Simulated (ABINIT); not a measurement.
# LiH (Fm-3m): G0W0 in ABINIT against the bands in the screening, part 2 of 2

Aim: move the bands in the screening of a G0W0 run on LiH (Fm-3m) over a wide range.

ABINIT 10.8.3; PBE and many-body steps on it, plane waves. Known limits of the many-body steps: not at the basis limit.

So far. Step 2 (Screening, 8×8×8 mesh, 10 bands, screening to 261.2 eV): Local fields lower ε∞ by 9 %. Step 5 (19 bands): The gap on the mesh goes from 3.02 eV to 4.88 eV, a correction of +1.86 eV.

The database entry behind the starting cell differs from later determinations by our own check (the deuteride, about 0.2 % short), so it need not match the best structure at ambient conditions.

### Step 6. Screening, 8×8×8 mesh, 79 bands, screening to 261.2 eV

This step: RPA screening on PBE, plane waves, norm-conserving pseudopotentials.

The input, run.abi:

```
acell 3*1.0 Angstrom
rprim 
  -0.000000000000 2.036750000000 2.036750000000
  2.036750000000 -0.000000000000 2.036750000000
  2.036750000000 2.036750000000 -0.000000000000
ntypat 2
znucl 3 1
natom 2
typat 1 2
xred 
  0.000000000000 0.000000000000 0.000000000000
  0.500000000000 0.500000000000 0.500000000000
pp_dirpath "pseudos"
pseudos "Li.upf, H.upf"
ecut 33
ngkpt 8 8 8
nshiftk 1
shiftk 0 0 0
kptopt 1
chksymbreak 0
istwfk *1
occopt 1
irdwfk 1
optdriver 3
nband 79
ecuteps 9.6
inclvkb 2
awtr 1
symchi 1
indata_prefix "in"
outdata_prefix "out"
tmpdata_prefix "tmp"
```

The run is started by

```sh
OMP_NUM_THREADS=1 mpirun -n 4 abinit run.abi > log
```

The program printed:

```text
.Version 10.8.3 of ABINIT. v10.8.2 released Aug 2026.

 Symmetries : space group Fm -3 m (#225); Bravais cF (face-center cubic)
[... echo of the input left out ...]
== DATASET  1 ==================================================================
-   mpi_nproc: 4, omp_nthreads: 1 (-1 if OMP is not activated)

--- !DatasetInfo
iteration_state: {dtset: 1, }
dimensions: {natom: 2, nkpt: 29, mband: 79, nsppol: 1, nspinor: 1, nspden: 1, mpw: 1056, }
cutoff_energies: {ecut:  33.0, pawecutdg:  -1.0, }
[...]
--------------------------------------------------------------------------------
[... chi0 elements left out ...]
 For q-point:  0.000010 0.000020 0.000030
  dielectric constant =   4.0090
  dielectric constant without local fields =   4.4044

  Average fulfillment of the sum rule on Im[epsilon] for q-point    1 :     89.78  [%]
[... wings left out ...]
  q-point number  2        q = ( 0.125000, 0.000000, 0.000000) [r.l.u.]
--------------------------------------------------------------------------------
[... chi0 elements left out ...]
  Average fulfillment of the sum rule on Im[epsilon] for q-point    2 :     98.19  [%]

 [... 27 further q-points ...]
```

Wall time 60 s (4 MPI ranks of AMD EPYC 7R43, shared host); peak memory 1 GiB; 4 min of CPU time.

This step gave:

```yaml
eps_infinity_with_local_fields_on_this_mesh_along_the_program_s_q_direction: 4.009
the_same_without_local_fields: 4.404
plasma_frequency: 18.07 eV
plane_waves_in_the_screening_matrix: 169
```

### Step 7. 79 bands

This step: G0W0 on PBE, plane waves, norm-conserving pseudopotentials.

Edit run.abi of step 6 so:

```diff
@@ -23,8 +23,17 @@
 irdwfk 1
-optdriver 3
+optdriver 4
 nband 79
+gwcalctyp 0
+ecutsigx 33
+symsigma 1
+nkptgw 2
+kptgw 
+  0.5000000000 0.5000000000 0.0000000000
+  0.0000000000 0.0000000000 0.0000000000
+bdgw 
+  1 5
+  1 6
 ecuteps 9.6
-inclvkb 2
-awtr 1
-symchi 1
+irdscr 1
+ppmodel 1
 indata_prefix "in"
```

The program printed:

```text
.Version 10.8.3 of ABINIT. v10.8.2 released Aug 2026.

 Symmetries : space group Fm -3 m (#225); Bravais cF (face-center cubic)
[... echo of the input left out ...]
== DATASET  1 ==================================================================
-   mpi_nproc: 4, omp_nthreads: 1 (-1 if OMP is not activated)

--- !DatasetInfo
iteration_state: {dtset: 1, }
dimensions: {natom: 2, nkpt: 29, mband: 79, nsppol: 1, nspinor: 1, nspden: 1, mpw: 1056, }
cutoff_energies: {ecut:  33.0, pawecutdg:  -1.0, }
[...]
Band     E0 <VxcDFT>   SigX SigC(E0)      Z dSigC/dE  Sig(E)    E-E0       E
[...]
5  17.057  -8.964  -2.438  -5.393   0.720  -0.389  -8.148   0.816  17.872
        6  17.057  -8.964  -2.438  -5.393   0.720  -0.389  -8.148   0.816  17.872

== END DATASET(S) ==============================================================
================================================================================

 -outvars: echo values of variables after computation  --------
           etotal      0.0000000000E+00
            nband          79
             nkpt          29
          spgroup         225
 [... the other variables as echoed above ...]

 Calculation completed.
```

Elapsed: 16 s, on 4 MPI ranks; peak memory 1.1 GiB; 62 s of CPU time.

Numbers from this step:

- G0W0 gap on the points computed: 4.955 eV
- starting gap on the mesh: 3.022 eV
- k of the valence top: 0.5, 0.5, 0
- k of the conduction bottom: 0.5, 0.5, 0
- least direct G0W0 gap on the computed points: 4.955 eV

Against the run before, the gap moves by +0.077 eV.

### Step 8. Screening, 8×8×8 mesh, 181 bands, screening to 261.2 eV

This step: RPA screening on PBE, plane waves, norm-conserving pseudopotentials.

Edit run.abi of step 7 so:

```diff
@@ -23,17 +23,8 @@
 irdwfk 1
-optdriver 4
-nband 79
-gwcalctyp 0
-ecutsigx 33
-symsigma 1
-nkptgw 2
-kptgw 
-  0.5000000000 0.5000000000 0.0000000000
-  0.0000000000 0.0000000000 0.0000000000
-bdgw 
-  1 5
-  1 6
+optdriver 3
+nband 181
 ecuteps 9.6
-irdscr 1
-ppmodel 1
+inclvkb 2
+awtr 1
+symchi 1
 indata_prefix "in"
```

The program printed:

```text
.Version 10.8.3 of ABINIT. v10.8.2 released Aug 2026.

 Symmetries : space group Fm -3 m (#225); Bravais cF (face-center cubic)
[... echo of the input left out ...]
== DATASET  1 ==================================================================
-   mpi_nproc: 4, omp_nthreads: 1 (-1 if OMP is not activated)

--- !DatasetInfo
iteration_state: {dtset: 1, }
dimensions: {natom: 2, nkpt: 29, mband: 181, nsppol: 1, nspinor: 1, nspden: 1, mpw: 1056, }
cutoff_energies: {ecut:  33.0, pawecutdg:  -1.0, }
[...]
--------------------------------------------------------------------------------
[... chi0 elements left out ...]
 For q-point:  0.000010 0.000020 0.000030
  dielectric constant =   4.0092
  dielectric constant without local fields =   4.4047

  Average fulfillment of the sum rule on Im[epsilon] for q-point    1 :    100.14  [%]
[... wings left out ...]
  q-point number  2        q = ( 0.125000, 0.000000, 0.000000) [r.l.u.]
--------------------------------------------------------------------------------
[... chi0 elements left out ...]
  Average fulfillment of the sum rule on Im[epsilon] for q-point    2 :    103.73  [%]

 [... 27 further q-points ...]
```

Run time: 2.3 min. Hardware: 4 MPI ranks; peak memory 1.9 GiB; 9 min of CPU time.

This step gave:

```
ε∞ with local fields, on this mesh, along the program's q direction : 4.009
the same without local fields                                       : 4.405
plasma frequency                                                    : 18.07 eV
plane waves in the screening matrix                                 : 169
```

### Step 9. 181 bands

This step: G0W0 on PBE, plane waves, norm-conserving pseudopotentials.

Edit run.abi of step 8 so:

```diff
@@ -23,8 +23,17 @@
 irdwfk 1
-optdriver 3
-nband 181
+optdriver 4
+nband 79
+gwcalctyp 0
+ecutsigx 33
+symsigma 1
+nkptgw 2
+kptgw 
+  0.5000000000 0.5000000000 0.0000000000
+  0.0000000000 0.0000000000 0.0000000000
+bdgw 
+  1 5
+  1 6
 ecuteps 9.6
-inclvkb 2
-awtr 1
-symchi 1
+irdscr 1
+ppmodel 1
 indata_prefix "in"
```

The program printed:

```text
.Version 10.8.3 of ABINIT. v10.8.2 released Aug 2026.

 Symmetries : space group Fm -3 m (#225); Bravais cF (face-center cubic)
[... echo of the input left out ...]
== DATASET  1 ==================================================================
-   mpi_nproc: 4, omp_nthreads: 1 (-1 if OMP is not activated)

--- !DatasetInfo
iteration_state: {dtset: 1, }
dimensions: {natom: 2, nkpt: 29, mband: 79, nsppol: 1, nspinor: 1, nspden: 1, mpw: 1056, }
cutoff_energies: {ecut:  33.0, pawecutdg:  -1.0, }
[...]
Band     E0 <VxcDFT>   SigX SigC(E0)      Z dSigC/dE  Sig(E)    E-E0       E
[...]
5  17.057  -8.964  -2.438  -5.400   0.715  -0.398  -8.159   0.805  17.862
        6  17.057  -8.964  -2.438  -5.400   0.715  -0.398  -8.159   0.805  17.862

== END DATASET(S) ==============================================================
================================================================================

 -outvars: echo values of variables after computation  --------
           etotal      0.0000000000E+00
            nband          79
             nkpt          29
          spgroup         225
 [... the other variables as echoed above ...]

 Calculation completed.
```

The job ended after 16 s (4 MPI ranks; peak memory 1.1 GiB; 62 s of CPU time).

This step gave:

| Property | Result |
| --- | --- |
| G0W0 gap on the points computed | 4.965 eV |
| starting gap on the mesh | 3.022 eV |
| k of the valence top | 0.5, 0.5, 0 |
| k of the conduction bottom | 0.5, 0.5, 0 |
| least direct G0W0 gap on the computed points | 4.965 eV |

Against the run before, the gap moves by +0.010 eV.

### Step 10. The runs together

Times are wall times on 4 MPI ranks of AMD EPYC 7R43, shared host, good to a factor of about two. A run's time includes the screening step that it read.

```csv
run,mesh,bands,screening cutoff (eV),DFT gap (eV),gap on the mesh (eV),direct (eV),ε∞ used,time
10 bands,8×8×8,79,261.2,3.022,4.828,4.828,3.99,24 s
19 bands,8×8×8,79,261.2,3.022,4.878,4.878,4.00,33 s
79 bands,8×8×8,79,261.2,3.022,4.955,4.955,4.01,76 s
181 bands,8×8×8,79,261.2,3.022,4.965,4.965,4.01,2.5 min
```

### Step 11. Summary of results

| Quantity | Value |
| --- | --- |
| 10 bands | 4.828 eV |
| 19 bands | 4.878 eV |
| 79 bands | 4.955 eV |
| 181 bands | 4.965 eV |
| known limits | not at the basis limit |

What this shows: The setting moved: bands in the screening. From 10 bands to 181 bands the gap moves by +0.14 eV, for 6.2 times the time. It holds to 0.03 eV from 79 bands on. Bands and screening cutoff are coupled, so a series along one setting does not show full convergence. Bands and cutoff are finite, so the gap is not at the basis limit. The miss can reach some tenths of an eV and take either sign; the mesh is an error of its own. In the first G0W0 run levels were corrected at 2 k points alone, so a gap called «on the mesh» is the least over those, and an edge elsewhere would be missed.

[Paths, hosts, dates, memory and timing lines, banners, echoed tables and standing remarks are left out of the program output.]

[Logs are printed without paths, hosts, clocks, repeated set-up lines and the standing remarks that a program may print on its own settings, such as how far it seeks lower states.]

[Runs of the session that timed out or met a known fault of the program may be left out.]

[No measured gap is set beside runs whose start may be inverted or whose files or cutoffs have a known fault.]

[Hosts, paths, dates, database ids (printed as entryN), source tags and the programs' standing remarks are cut or masked in the printed files.]

[G0W0 gaps are taken among the corrected bands and points alone; a level outside them can change the order at an edge.]

[Where Ansatz stands beside ABINIT at settings called matched, ABINIT's density can come from a denser mesh and the files from another edition; pairs whose starting gaps differed by over 0.03 eV were left out, so agreement reads better than it is.]
